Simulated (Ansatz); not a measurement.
# Changed inputs in constrained RPA: TcO2 (1T sheet), part 2 of 2

Aim: hold the target of a cRPA run on TcO2 (1T sheet) and move one thing at a time.

Ansatz 0.2.0; constrained RPA on PBEsol, plane waves, PAW.

So far. Step 3 (Changed: 9×9×1 mesh): On the Tc t2g shell, screening brings the on-site interaction from 11.1 eV down to U = 3.31 eV. Step 5 (Changed: accuracy low): On the Tc t2g shell, screening brings the on-site interaction from 11.2 eV down to U = 3.30 eV.

**6. Changed: one k-point**

input.yaml reads:

```yaml
crystal:
  lattice:
    - [1.95047177, -1.95047177, 0.0]
    - [-1.95047177, 0.0, -1.95047177]
    - [16.6235821, 16.6235821, -16.6235821]
  atoms:
    - { symbol: Tc, position: [0.0, 0.0, 0.3211981356] }
    - { symbol: O, position: [0.3333333333, 0.6666666667, 0.3641820676] }
    - { symbol: O, position: [0.6666666667, 0.3333333333, 0.2782142035] }
  periodic: [true, true, false]
kpoints:
  mp_grid: { grid: [12, 12, 1] }
hamiltonian:
  xc: pbesol
scf:
  occupations: { method: gaussian, width: 0.08 }
  n_extra_bands: 19
  max_iter: 150
  lower_state_search: "off"
output:
  crpa:
    kmesh: [1, 1, 1]
    target_bands: [v2, c1]
    projections: [{ species: Tc, l: d, shell: 4, orbitals: [dxz, dyz, dxy] }]
```

The run is started by

```sh
> ansatz run input.yaml --threads 4 --pin off --max-ram 14745MiB --backend cpu --events-out ev --progress --plain --runs-dir out
```

Numbers of over 12 decimals in the logs are rounded to 6 here.

Output:

```text
[...]
Crystal: 3 atoms, lattice volume = 189.725 Å³
Basis set: ecut = 500 eV, 4653 PW (Γ)
Bands: 33, of which v1, the nominal top of the filled ones, is band 14 counted from 1 (13 counted from 0)
Symmetry: 12 space group operations
[...]
k-points: 19 of 144
[...]
the weakly bound empty levels are not read free of the cell's end (no_gap_told)
[...]
χ-basis size per q: N_G = 709..709
[...]
Site 0, 4D, 3 of 5 d orbitals (Wannier functions 1, 2, 3; wannier90's mr 2, 3, 5):
      screened: U = 1.4559 eV, U' = 0.7092 eV, J = 0.3616 eV
      screened, to within: U = 5.2e-3 eV, U' = 5.2e-3 eV, J = 1.3e-3 eV
      bare: V = 15.6321 eV, V' = 14.6418 eV, J = 0.6495 eV
[...]
[key lines of the parts left out:]
SCF converged after 8 iterations
Free energy (F): -6457.886614 eV
Fermi energy:    -7.067810 eV
```

The job ended after 7.2 s (4 threads of Arm Neoverse V2, shared host; peak memory 0.96 GiB; 27 s of CPU time).

The run ended normally, though the input holds a fault or crude settings.

The fault put into this input: one k-point. It printed U = 1.46 eV, which is no property of the model meant.

**7. Changed: strain +1.5%**

The cell differs from the one that the last finished run ended in (a 2.758 → 2.800 Å, b 2.758 → 2.800 Å).

input.yaml, the sections that differ from step 6:

```yaml
crystal:
  lattice:
    - [1.9797288466, -1.9797288466, 0.0]
    - [-1.9797288466, 0.0, -1.9797288466]
    - [16.6235821, 16.6235821, -16.6235821]
  atoms:
    - { symbol: Tc, position: [0.0, 0.0, 0.3211981356] }
    - { symbol: O, position: [0.3333333333, 0.6666666667, 0.3641820676] }
    - { symbol: O, position: [0.6666666667, 0.3333333333, 0.2782142035] }
  periodic: [true, true, false]
output:
  crpa:
    kmesh: [6, 6, 1]
    target_bands: [v2, c1]
    projections: [{ species: Tc, l: d, shell: 4, orbitals: [dxz, dyz, dxy] }]
  local_orbitals:
    kmesh: [12, 12, 1]
    orbitals: [{ species: Tc, l: d, shell: 4, orbitals: [dxz, dyz, dxy] }]
    window: { bands: [v2, c1] }
    seedname: lo
# kpoints, hamiltonian, scf: as in step 6
```

Output:

```text
[...]
Crystal: 3 atoms, lattice volume = 195.460 Å³
Basis set: ecut = 500 eV, 4941 PW (Γ)
Bands: 33, of which v1, the nominal top of the filled ones, is band 14 counted from 1 (13 counted from 0)
Symmetry: 12 space group operations
[...]
k-points: 19 of 144
[...]
the weakly bound empty levels are not read free of the cell's end (no_gap_told)
[...]
χ-basis size per q: N_G = 684..733
[...]
Site 0, 4D, 3 of 5 d orbitals (Wannier functions 1, 2, 3; wannier90's mr 2, 3, 5):
      screened: U = 3.3445 eV, U' = 2.7766 eV, J = 0.2539 eV
      screened, to within: U = 9.2e-3 eV, U' = 9.2e-3 eV, J = 5.5e-4 eV
      bare: V = 11.3230 eV, V' = 10.3962 eV, J = 0.3621 eV
[...]
[key lines of the parts left out:]
SCF converged after 8 iterations
Free energy (F): -6457.861198 eV
Fermi energy:    -7.044270 eV
```

Wall time 51 s (4 threads); peak memory 1.5 GiB; 3.2 min of CPU time.

Numbers from this step:

- U: 3.345 eV
- U prime (inter-orbital): 2.777 eV
- J: 0.2539 eV
- bare V: 11.32 eV
- bare J: 0.3621 eV
- stated bound on U: 0.009117 eV
- U over bare V: 0.2954
- electrons in the window: 3.000
- head of the constrained inverse dielectric matrix: 0.6541
- least eigenvalue of the projection's overlap: 0.4519
- target functions: 3
- bands in the sums: 30
- r.m.s. miss of the model bands: 0.004993 eV
- width of the target bands: 3.720 eV
- weight of the projected orbitals in the window: 0.6921

On the Tc t2g shell, screening brings the on-site interaction from 11.3 eV down to U = 3.34 eV.

**8. Changed: potentials**

This step: constrained RPA on PBEsol, plane waves, norm-conserving pseudopotentials.

input.yaml, the sections that differ from step 7:

```yaml
crystal:
  lattice:
    - [1.95047177, -1.95047177, 0.0]
    - [-1.95047177, 0.0, -1.95047177]
    - [16.6235821, 16.6235821, -16.6235821]
  atoms:
    - { symbol: Tc, position: [0.0, 0.0, 0.3211981356] }
    - { symbol: O, position: [0.3333333333, 0.6666666667, 0.3641820676] }
    - { symbol: O, position: [0.6666666667, 0.3333333333, 0.2782142035] }
  periodic: [true, true, false]
hamiltonian:
  xc: pbesol
  pseudopotentials: { kind: nc }
output:
  crpa:
    kmesh: [6, 6, 1]
    target_bands: [v2, c1]
    projections: [{ species: Tc, l: d, shell: 4, orbitals: [dxz, dyz, dxy] }]
# kpoints, scf: as in step 7
```

Output:

```text
[...]
Crystal: 3 atoms, lattice volume = 189.725 Å³
Basis set: ecut = 1142.878222 eV, 16737 PW (Γ)
Bands: 33, of which v1, the nominal top of the filled ones, is band 14 counted from 1 (13 counted from 0)
Symmetry: 12 space group operations
[...]
k-points: 19 of 144
[...]
the weakly bound empty levels are not read free of the cell's end (no_gap_told)
[...]
χ-basis size per q: N_G = 662..709
[...]
Site 0, 4D, 3 of 5 d orbitals (Wannier functions 1, 2, 3; wannier90's mr 2, 3, 5):
      screened: U = 3.3198 eV, U' = 2.7618 eV, J = 0.2473 eV
      screened, to within: U = 7.2e-3 eV, U' = 7.2e-3 eV, J = 6.1e-4 eV
      bare: V = 11.2164 eV, V' = 10.2940 eV, J = 0.3532 eV
[...]
[key lines of the parts left out:]
SCF converged after 8 iterations
Free energy (F): -3204.386281 eV
Fermi energy:    -7.106218 eV
```

Run time: 2.7 min. Hardware: 4 threads; peak memory 3.9 GiB; 10 min of CPU time.

Numbers from this step:

- U: 3.320 eV
- U prime (inter-orbital): 2.762 eV
- J: 0.2473 eV
- bare V: 11.22 eV
- bare J: 0.3532 eV
- stated bound on U: 0.007138 eV
- U over bare V: 0.2960
- electrons in the window: 3.000
- head of the constrained inverse dielectric matrix: 0.6525
- least eigenvalue of the projection's overlap: 0.4336
- target functions: 3
- bands in the sums: 30
- width of the target bands: 4.030 eV
- weight of the projected orbitals in the window: 0.6793

On the Tc t2g shell, screening brings the on-site interaction from 11.2 eV down to U = 3.32 eV.

**9. Side by side**

Times are wall times on 4 threads of Arm Neoverse V2, shared host, good to a factor of about two.

| run | bare V (eV) | U (eV) | J (eV) | bound on U (eV) | width (eV) | time |
| --- | --- | --- | --- | --- | --- | --- |
| target window | 11.22 | 3.324 | 0.248 | 0.0090 | 4.05 | 50 s |
| 9×9×1 mesh | 11.11 | 3.314 | 0.245 | 0.0098 | 4.05 | 2.3 min |
| accuracy low | 11.22 | 3.299 | 0.246 | 0.0864 | 4.05 | 32 s |
| strain +1.5% | 11.32 | 3.345 | 0.254 | 0.0091 | 3.72 | 51 s |
| potentials | 11.22 | 3.320 | 0.247 | 0.0071 | 4.03 | 2.7 min |

**10. Outcome**

```json
{
 "target window": "U 3.32 eV, J 0.25 eV",
 "9×9×1 mesh": "U 3.31 eV, J 0.25 eV",
 "accuracy low": "U 3.30 eV, J 0.25 eV",
 "strain +1.5%": "U 3.34 eV, J 0.25 eV",
 "potentials": "U 3.32 eV, J 0.25 eV"
}
```

What this shows: 9×9×1 mesh moves U by −0.01 eV (within the solver's bounds, for the mean over orbitals) at 2.7 times the time. Accuracy low moves U by −0.03 eV (within the solver's bounds, for the mean over orbitals). Strain +1.5% moves U by +0.02 eV. Potentials moves U by −0.005 eV (within the solver's bounds, for the mean over orbitals) at 3.3 times the time. The printed bound covers the solver alone, not the mesh. The parent state is non-magnetic and the interaction static (zero frequency); U depends on the window and the orbitals, so it belongs to this model alone.

[Paths, hosts, dates, memory and timing lines, banners, echoed tables and standing remarks are left out of the program output.]

[Logs are printed without paths, hosts, clocks, repeated set-up lines and the standing remarks that a program may print on its own settings, such as how far it seeks lower states.]

[Runs of the session that timed out or met a known fault of the program may be left out.]

[Hosts, paths, dates, database ids (printed as entryN), source tags and the programs' standing remarks are cut or masked in the printed files.]
